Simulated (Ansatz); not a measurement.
**Rb on Al(110): change of the work function**

How does Rb on the longbridge site change the work function of Al(110) as the layer fills?

Program: Ansatz 0.2.0. Level of theory: plane-wave DFT, RPBE, Ansatz PAW, in the first sound run; inputs show where later runs differ. Results are calculated unless marked as measured.

### 1. The structure

The cell holds 5 atoms: 5 Al. Its edges and angles: a = 4.050 Å, b = 2.864 Å, c = 23.728 Å, α = 90.0°, β = 90.0°, γ = 90.0°. Vacuum lies along c.

### 2. The clean slab

The bare slab comes first, as the zero from which every change is counted. The two lowest layers are held at bulk places and the upper ones relax. The dipole correction removes the false field that a one-sided slab makes across the periodic vacuum, so each face gets a flat vacuum level of its own.

input.yaml

```yaml
crystal:
  lattice:
    - [4.05, 0.0, 0.0]
    - [0.0, 2.8637824638, 0.0]
    - [0.0, 0.0, 23.7275649276]
  atoms:
    - { symbol: Al, position: [0.0, 0.0, 0.3793056737] }
    - { symbol: Al, position: [0.5, 0.5, 0.4396528368] }
    - { symbol: Al, position: [0.0, 0.0, 0.5] }
    - { symbol: Al, position: [0.5, 0.5, 0.5603471632] }
    - { symbol: Al, position: [0.0, 0.0, 0.6206943263] }
kpoints:
  mp_grid: { grid: [8, 10, 1] }
hamiltonian:
  xc: rpbe
scf:
  occupations: { method: fermi_dirac, width: 0.1 }
  convergence: { dr2_threshold: 1.0e-08 }
efield:
  axis: 3
  dipole_correction: true
  ramp_position: 0.97
  ramp_width: 0.06
relax:
  f_tol: 0.02
  max_steps: 60
  constraints: [{ sites: [0, 1] }]
output:
  write_potential: true
  write_density: true
  volumetric_format: npy
```

Run with:

```bash
$ ansatz run input.yaml --threads 4 --pin off --max-ram 6144MiB --backend cpu --events-out ev --progress --plain --runs-dir out
```

Numbers of over 12 decimals in the logs are rounded to 6 here.

The log of the run:

```text
Engine: ansatz 0.2.0, aarch64-unknown-linux-gnu
Pseudopotentials: kind: paw
Pseudopotential: Al, paw, valence charge 3, recommended cutoff 420 eV (normal), Al.paw.azcp
Functional definition: RPBE
  parameter kappa = 0.804
  parameter beta = 0.066725
  exchange = rpbe_x(kappa = kappa, mu = beta*pi^2/3)
  correlation = pbe_c(beta = beta)
Crystal: 5 atoms, lattice volume = 275.200 Å³
Basis set: ecut = 420 eV, 5383 PW (Γ), exchange–correlation on 60×40×320 points (8 copies of the dense FFT grid, shifted against one another)
Bands: 13, of which v1, the nominal top of the filled ones, is band 8 counted from 1 (7 counted from 0)
Symmetry: 4 space group operations
k-points: 30 of 80
Non-local potential: Al, projectors of the file, l = 0: 2, l = 1: 2, l = 2: 1
PAW form: soft (Blöchl's): semilocal exchange-correlation on the pseudo side does not see the compensation charge
PAW frozen core: Al, regenerated for the run's functional, and the local potential with it (the file was generated under x = pbe(κ = 0.804, μ = 0.219515), c = pbe(β = 0.066725))
PAW one-centre angular grid: Al, 110 points (default); XC on 64 Gauss nodes
Initial density: superposition of atomic densities (neutral atoms: chi_scale 0, normalization atom), corrected by the library's trained network
Initial wavefunctions: pseudopotential atomic-orbital guess
Functional: x = rpbe, c = pbe(β = 0.066725)
SCF iter   1: F=—  HF=-2700.957090 eV  |F-HF|=—  |Δ(HF+E_count)|=         —  Δρ=1.46e-3  dr2=9.83e-3  ethr=1.77e-3  p=0.000 e·Å  D=8.51e-15 V/Å  ΔV_dip=-0.00 eV  dr2_dipole=3.44e-9  V_vac-E_F(+/−)=3.82/3.82 eV  ⟨swp⟩=8.7  Hψ=3209  notcnv=0
efield: sawtooth ramp at fractional position 0.9700 (set: `efield.ramp_position`, or a place that a band, a saddle search or an elastic batch's reference lends), width 0.0600; the density the first Hamiltonian is built on has a dipole p = 0.000 e·Å; the dipole correction subtracts the counter field D = 8.51e-15 V/Å, which shifts the + side's vacuum level by -0.00 eV against the − side's; the planar-averaged density in the ramp window peaks in size at 5.3e-6 e/Å³
preconditioner: auto → LDOS  [metal: Δε(μ)=0.044 eV  Ē_g=6.215 eV  σ=0.100 eV  W_gap=0.11  n_scr=22 (ndim 8)  ℏωp=8.7 eV  f_vac=0.557  D(μ)=2.49/eV (n_scr^D=8)  β→1.0]
SCF iter   2: F=—  HF=-2700.954966 eV  |F-HF|=—  |Δ(HF+E_count)|=   2.12e-3  Δρ=3.21e-4  dr2=4.90e-4  ethr=6.56e-5  p=0.000 e·Å  D=6.61e-6 V/Å  ΔV_dip=-0.00 eV  dr2_dipole=2.79e-9  V_vac-E_F(+/−)=3.91/3.91 eV  ⟨swp⟩=2.6  Hψ=949  notcnv=0
SCF iter   3: F=—  HF=-2700.955199 eV  |F-HF|=—  |Δ(HF+E_count)|=   2.32e-4  Δρ=9.42e-5  dr2=4.61e-5  ethr=3.27e-6  p=0.000 e·Å  D=2.29e-6 V/Å  ΔV_dip=-0.00 eV  dr2_dipole=2.27e-11  V_vac-E_F(+/−)=3.91/3.91 eV  ⟨swp⟩=2.3  Hψ=657  notcnv=0
SCF iter   4: F=—  HF=-2700.955313 eV  |F-HF|=—  |Δ(HF+E_count)|=   1.14e-4  Δρ=2.31e-5  dr2=2.22e-6  ethr=3.08e-7  p=0.000 e·Å  D=4.88e-9 V/Å  ΔV_dip=-0.00 eV  dr2_dipole=6.21e-11  V_vac-E_F(+/−)=3.91/3.91 eV  ⟨swp⟩=2.7  Hψ=661  notcnv=0
SCF iter   5: F=—  HF=-2700.955323 eV  |F-HF|=—  |Δ(HF+E_count)|=   1.00e-5  Δρ=6.19e-6  dr2=1.53e-7  ethr=1.48e-8  p=0.000 e·Å  D=3.43e-7 V/Å  ΔV_dip=-0.00 eV  dr2_dipole=1.02e-12  V_vac-E_F(+/−)=3.91/3.91 eV  ⟨swp⟩=2.5  Hψ=648  notcnv=0
SCF iter   6: F=-2700.955323 eV  HF=-2700.955323 eV  |F-HF|=2.32e-8  |Δ(HF+E_count)|=   3.17e-7  Δρ=1.14e-6  dr2=7.27e-9  ethr=6.67e-11  p=-0.000 e·Å  D=-8.99e-8 V/Å  ΔV_dip=0.00 eV  dr2_dipole=1.36e-12  V_vac-E_F(+/−)=3.91/3.91 eV  ⟨swp⟩=8.0  Hψ=2854  notcnv=0
SCF 1 converged in 6 iterations: F = -2700.955323 eV  dr2 = 7.27e-9
  greatest PAW one-centre occupation: 0.477 electrons in one spin orbital (limit 2), on the Al atom at site 0 (counted from 0), in its partial waves of l = 0
relax step   1: F+E_penalty+E_count = -2700.95532324 eV  Δ(F+E_penalty+E_count) = +0.000e0 eV  max|allowed force component| = 1.843e-1 eV/Å  Δτ_max = 0.0000 Å  (6 SCF iters, accepted)
Initial density: handed on by an earlier stage of this run
Initial wavefunctions: those handed on with the density
iter 1 solved again at ethr=6.83e-5 eV; its pass at ethr=3.10e-3 eV (dr2=1.03e-2 eV) is discarded
SCF iter   1: F=—  HF=-2700.963167 eV  |F-HF|=—  |Δ(HF+E_count)|=         —  Δρ=7.18e-4  dr2=1.12e-2  ethr=6.83e-5  p=-0.000 e·Å  D=-9.22e-8 V/Å  ΔV_dip=0.00 eV  dr2_dipole=2.02e-3  V_vac-E_F(+/−)=3.92/3.92 eV  ⟨swp⟩=1.1  Hψ=1815  notcnv=0
efield: sawtooth ramp at fractional position 0.9700 (set: `efield.ramp_position`, or a place that a band, a saddle search or an elastic batch's reference lends), width 0.0600; the density the first Hamiltonian is built on has a dipole p = -0.000 e·Å; the dipole correction subtracts the counter field D = -9.22e-8 V/Å, which shifts the + side's vacuum level by +0.00 eV against the − side's; the planar-averaged density in the ramp window peaks in size at 7.8e-8 e/Å³
preconditioner: auto → LDOS  [metal: Δε(μ)=0.002 eV  Ē_g=6.221 eV  σ=0.100 eV  W_gap=0.01  n_scr=22 (ndim 8)  ℏωp=8.7 eV  f_vac=0.558  D(μ)=2.43/eV (n_scr^D=8)  β→1.0]
SCF iter   2: F=—  HF=-2700.961718 eV  |F-HF|=—  |Δ(HF+E_count)|=   1.45e-3  Δρ=3.15e-4  dr2=5.63e-4  ethr=6.83e-5  p=0.000 e·Å  D=1.08e-4 V/Å  ΔV_dip=-0.00 eV  dr2_dipole=5.48e-5  V_vac-E_F(+/−)=3.91/3.92 eV  ⟨swp⟩=2.7  Hψ=616  notcnv=0
SCF iter   3: F=—  HF=-2700.961774 eV  |F-HF|=—  |Δ(HF+E_count)|=   5.58e-5  Δρ=8.42e-5  dr2=9.00e-5  ethr=3.76e-6  p=-0.001 e·Å  D=-4.23e-4 V/Å  ΔV_dip=0.01 eV  dr2_dipole=1.80e-7  V_vac-E_F(+/−)=3.92/3.91 eV  ⟨swp⟩=2.2  Hψ=673  notcnv=0
SCF iter   4: F=—  HF=-2700.961887 eV  |F-HF|=—  |Δ(HF+E_count)|=   1.13e-4  Δρ=3.42e-5  dr2=1.54e-5  ethr=6.00e-7  p=-0.000 e·Å  D=-2.12e-4 V/Å  ΔV_dip=0.01 eV  dr2_dipole=3.64e-7  V_vac-E_F(+/−)=3.92/3.91 eV  ⟨swp⟩=2.4  Hψ=610  notcnv=0
SCF iter   5: F=—  HF=-2700.961889 eV  |F-HF|=—  |Δ(HF+E_count)|=   2.01e-6  Δρ=8.44e-6  dr2=1.04e-6  ethr=1.02e-7  p=-0.000 e·Å  D=-1.42e-4 V/Å  ΔV_dip=0.00 eV  dr2_dipole=9.47e-9  V_vac-E_F(+/−)=3.92/3.91 eV  ⟨swp⟩=2.1  Hψ=559  notcnv=0
SCF iter   6: F=—  HF=-2700.961895 eV  |F-HF|=—  |Δ(HF+E_count)|=   6.56e-6  Δρ=1.13e-6  dr2=1.37e-8  ethr=6.94e-9  p=-0.000 e·Å  D=-9.92e-5 V/Å  ΔV_dip=0.00 eV  dr2_dipole=5.04e-11  V_vac-E_F(+/−)=3.92/3.91 eV  ⟨swp⟩=2.4  Hψ=623  notcnv=0
SCF iter   7: F=-2700.961895 eV  HF=-2700.961895 eV  |F-HF|=2.15e-9  |Δ(HF+E_count)|=   2.48e-8  Δρ=2.60e-7  dr2=7.56e-10  ethr=6.67e-11  p=-0.000 e·Å  D=-9.10e-5 V/Å  ΔV_dip=0.00 eV  dr2_dipole=8.11e-12  V_vac-E_F(+/−)=3.92/3.91 eV  ⟨swp⟩=9.2  Hψ=2512  notcnv=0
SCF 2 converged in 7 iterations: F = -2700.961895 eV  dr2 = 7.56e-10
  greatest PAW one-centre occupation: 0.478 electrons in one spin orbital (limit 2), on the Al atom at site 0 (counted from 0), in its partial waves of l = 0
relax step   2: F+E_penalty+E_count = -2700.96189528 eV  Δ(F+E_penalty+E_count) = -6.572e-3 eV  max|allowed force component| = 3.092e-2 eV/Å  Δτ_max = 0.0389 Å  (7 SCF iters, accepted)
SCF iter   1: F=—  HF=-2700.961909 eV  |F-HF|=—  |Δ(HF+E_count)|=         —  Δρ=1.38e-4  dr2=3.49e-4  ethr=4.22e-5  p=-0.000 e·Å  D=-9.10e-5 V/Å  ΔV_dip=0.00 eV  dr2_dipole=8.08e-5  V_vac-E_F(+/−)=3.92/3.92 eV  ⟨swp⟩=2.1  Hψ=1244  notcnv=0
efield: sawtooth ramp at fractional position 0.9700 (set: `efield.ramp_position`, or a place that a band, a saddle search or an elastic batch's reference lends), width 0.0600; the density the first Hamiltonian is built on has a dipole p = -0.000 e·Å; the dipole correction subtracts the counter field D = -9.10e-5 V/Å, which shifts the + side's vacuum level by +0.00 eV against the − side's; the planar-averaged density in the ramp window peaks in size at 5.6e-8 e/Å³
preconditioner: auto → LDOS  [metal: Δε(μ)=0.002 eV  Ē_g=6.224 eV  σ=0.100 eV  W_gap=0.00  n_scr=22 (ndim 8)  ℏωp=8.7 eV  f_vac=0.559  D(μ)=2.43/eV (n_scr^D=8)  β→1.0]
SCF iter   2: F=—  HF=-2700.961873 eV  |F-HF|=—  |Δ(HF+E_count)|=   3.64e-5  Δρ=3.93e-5  dr2=1.04e-5  ethr=2.32e-6  p=-0.000 e·Å  D=-1.39e-5 V/Å  ΔV_dip=0.00 eV  dr2_dipole=1.80e-6  V_vac-E_F(+/−)=3.92/3.92 eV  ⟨swp⟩=2.3  Hψ=811  notcnv=0
SCF iter   3: F=—  HF=-2700.962008 eV  |F-HF|=—  |Δ(HF+E_count)|=   1.35e-4  Δρ=1.20e-5  dr2=1.66e-6  ethr=6.95e-8  p=-0.000 e·Å  D=-4.09e-6 V/Å  ΔV_dip=0.00 eV  dr2_dipole=2.14e-8  V_vac-E_F(+/−)=3.92/3.92 eV  ⟨swp⟩=2.5  Hψ=689  notcnv=0
SCF iter   4: F=—  HF=-2700.962016 eV  |F-HF|=—  |Δ(HF+E_count)|=   8.64e-6  Δρ=1.97e-6  dr2=2.26e-8  ethr=1.10e-8  p=-0.000 e·Å  D=-2.53e-5 V/Å  ΔV_dip=0.00 eV  dr2_dipole=9.07e-10  V_vac-E_F(+/−)=3.92/3.92 eV  ⟨swp⟩=2.5  Hψ=625  notcnv=0
SCF iter   5: F=-2700.962016 eV  HF=-2700.962016 eV  |F-HF|=9.34e-9  |Δ(HF+E_count)|=   3.71e-8  Δρ=6.30e-7  dr2=2.68e-9  ethr=6.67e-11  p=-0.000 e·Å  D=-2.60e-5 V/Å  ΔV_dip=0.00 eV  dr2_dipole=6.48e-10  V_vac-E_F(+/−)=3.92/3.92 eV  ⟨swp⟩=9.4  Hψ=2570  notcnv=0
SCF 3 converged in 5 iterations: F = -2700.962016 eV  dr2 = 2.68e-9
relax step   3: F+E_penalty+E_count = -2700.96201622 eV  Δ(F+E_penalty+E_count) = -1.209e-4 eV  max|allowed force component| = 8.417e-3 eV/Å  Δτ_max = 0.0096 Å  (5 SCF iters, accepted)
NSCF: frozen V_eff on 30 k-points
the band table was solved once a step of the walk had ended and its energy, with any forces and stress, was formed, with the checks that follow a solve (3704 applications of the Hamiltonian). They found nothing against the state; the energy, forces and stress were not computed again (output.eigenvalues in the input reference)
WARN: The output density's exchange-correlation potential varies sharply where the density is thin. Do not read a vacuum level from v_tot or v_xc, or from such a field of the output density. On a cell that repeats whose density bears no net charge and no dipole along the vacuum's axis use v_es (v_loc + v_h of the components); under efield.dipole_correction with no amplitude use v_es + v_field, which holds any externa [...]
SCF converged after 5 iterations
Free energy (F): -2700.962016 eV
Harris-Foulkes:  -2700.962016 eV  (|F-HF|=9.34e-9)
Internal energy: -2700.885023 eV  (E = F + TS)
E sigma→0 (E₀):  -2700.923520 eV
Entropy (-TS):   -0.076993 eV (-15.399 meV/atom)
Fermi energy:    -0.236718 eV
Dipole field:    D = -0.000055 V/Å  (p = -0.000084 e·Å, saw-weighted, corrected)
Work function:   Φ+ = 3.9172 eV   Φ− = 3.9159 eV
Levels:          The Fermi level and band energies are counted from a zero that moves with the ramp; work functions are not
--- Per-component energies (eV) ---
  E_band       = -65.547499
  E_kinetic    = 106.538594
  E_local      = -3292.109506  (includes V_loc(G=0)·N_el)
  E_nonlocal   = 50.641539
  E_hartree    = 1612.367067
  E_xc         = -195.043850
  E_vxc        = -138.456896  (∫ρ·V_xc dr)
  E_paw        = -2350.154109  (= ΣΔE_a)
  E_vpaw       = -16.895215  (= ΣTr[D̂ρ^β])
  E_aug_tail   = -0.000007  (compensation charges beyond the density's cutoff)
  E_efield     = 0.000000  (sawtooth field / dipole correction)
  E_vefield    = -0.000003  (∫n·V_field dr)
  E_ewald      = 1366.961557
  E_core_change = -0.086307  (= ΣΔE_core)
  E_smearing   = -0.076993  (= −TS)
  E_closure    = 0.000000  (closes the sum)
  Σ components = -2700.962016   (vs F -2700.962016, Δ=0.00e0)
--- Forces (eV/Å), atoms counted from 1 ---
  atom   1  Al     0.00000000     0.00000000     0.13123474
  atom   2  Al     0.00000000     0.00000000    -0.13768197
  atom   3  Al     0.00000000     0.00000000     0.00841669
  atom   4  Al     0.00000000     0.00000000    -0.00143176
  atom   5  Al     0.00000000     0.00000000    -0.00052159
  max |Σ_I F_I| component: 1.61e-5 eV/Å
--- Band table (eV; the first three rows and the last of 30) ---
  k-point 0: bands = [... 4 lower, -2.6941, -1.2905, -1.1177, -1.0294, 0.4635, 1.4375, 1.7248, 3.0338, ... 1 higher]
  k-point 1: bands = [... 4 lower, -2.5288, -1.1273, -0.9524, -0.8643, 0.6280, 1.6030, 1.8690, 2.9710, ... 1 higher]
  k-point 2: bands = [... 4 lower, -2.0325, -0.7721, -0.4566, -0.3875, 0.5969, 1.0438, 1.8243, 2.0994, ... 1 higher]
  k-point 29: bands = [... 4 lower, -2.9270, -2.8921, -2.7603, -1.6043, -1.0473, 0.0981, 0.4244, 0.5642, ... 1 higher]
--- Relaxed structure (3 steps of the walk, 3 accepted, 0 SCFs on fresh bases) ---
  F+E_penalty+E_count = -2700.96201622 eV   max|allowed force component| = 8.417e-3 eV/Å
  atoms:
    - { symbol: Al, position: [0.0, 0.0, 0.3793056737] }
    - { symbol: Al, position: [0.5, 0.5, 0.4396528368] }
    - { symbol: Al, position: [0.0, 0.0, 0.499649] }
    - { symbol: Al, position: [0.5, 0.5, 0.561920] }
    - { symbol: Al, position: [0.0, 0.0, 0.618815] }
```

It took 18 s on 4 threads of Arm Neoverse N1, shared host; peak memory 0.48 GiB.

The steps of the relaxation:

```tsv
step	energy less that of the first step (eV)	largest force component (eV/Å)
1	0.0000	0.1843
2	-0.0066	0.0309
3	-0.0067	0.0084
```

Forces are held to the 4 operations that the run works with; a distortion that breaks them can't arise in this run.

The atoms that moved most (Å):

```tsv
atom	dx	dy	dz	length
Al5	0.000	0.000	-0.045	0.045
Al4	0.000	0.000	0.037	0.037
Al3	0.000	0.000	-0.008	0.008
```

Final coordinates:

```cif
data_structure
_symmetry_space_group_name_H-M 'P 1'
_symmetry_Int_Tables_number 1
_cell_length_a 4.0500
_cell_length_b 2.8638
_cell_length_c 23.7276
_cell_angle_alpha 90.000
_cell_angle_beta 90.000
_cell_angle_gamma 90.000
_cell_volume 275.20
loop_
_atom_site_label
_atom_site_type_symbol
_atom_site_fract_x
_atom_site_fract_y
_atom_site_fract_z
_atom_site_occupancy
Al1 Al 0.00000 0.00000 0.37931 1
Al2 Al 0.50000 0.50000 0.43965 1
Al3 Al 0.00000 0.00000 0.49965 1
Al4 Al 0.50000 0.50000 0.56192 1
Al5 Al 0.00000 0.00000 0.61882 1
```

This step gave:

```
energy at zero smearing   : -2700.9235 eV
work function, upper face : 3.917 eV
dipole along the normal   : -8.40e-5 e·Å
```

Running mean over 1.432 Å of the planar mean; the ramp of the sawtooth is left out. The electron's electrostatic potential energy less the Fermi level by z:

```tsv
z (Å)	electron's electrostatic potential energy less the Fermi level (eV)
3.0	3.92
3.5	3.92
4.0	3.92
4.5	3.92
5.0	3.91
5.5	3.90
6.0	3.88
6.5	3.79
7.0	3.51
7.5	2.60
8.0	0.596
8.5	-1.72
9.0	-3.69
9.5	-4.53
10.0	-4.70
10.5	-4.76
11.0	-4.79
11.5	-4.77
12.0	-4.65
12.5	-4.60
13.0	-4.67
13.5	-4.94
14.0	-4.95
14.5	-4.43
15.0	-2.64
15.5	-0.279
16.0	1.98
16.5	3.29
17.0	3.72
17.5	3.86
18.0	3.90
18.5	3.91
19.0	3.92
19.5	3.92
20.0	3.92
20.5	3.92
```

The relaxation took 3 steps and lowered the energy by 0.0067 eV; the largest force on the free atoms ends at 0.0084 eV/Å.

The work function of the upper face is 3.92 eV.

(Continued in part 2 of 5.)

[Logs are printed without paths, hosts, clocks, repeated set-up lines and the standing remarks that a program may print on its own settings, such as how far it seeks lower states.]

[Hosts, paths, dates, database ids (printed as entryN), source tags and the programs' standing remarks are cut or masked in the printed files.]

[Maps of the electrostatic potential energy from Ansatz leave out the sawtooth potential of an applied field or a dipole correction, so their vacuum need not be flat; planar profiles and work functions include it.]
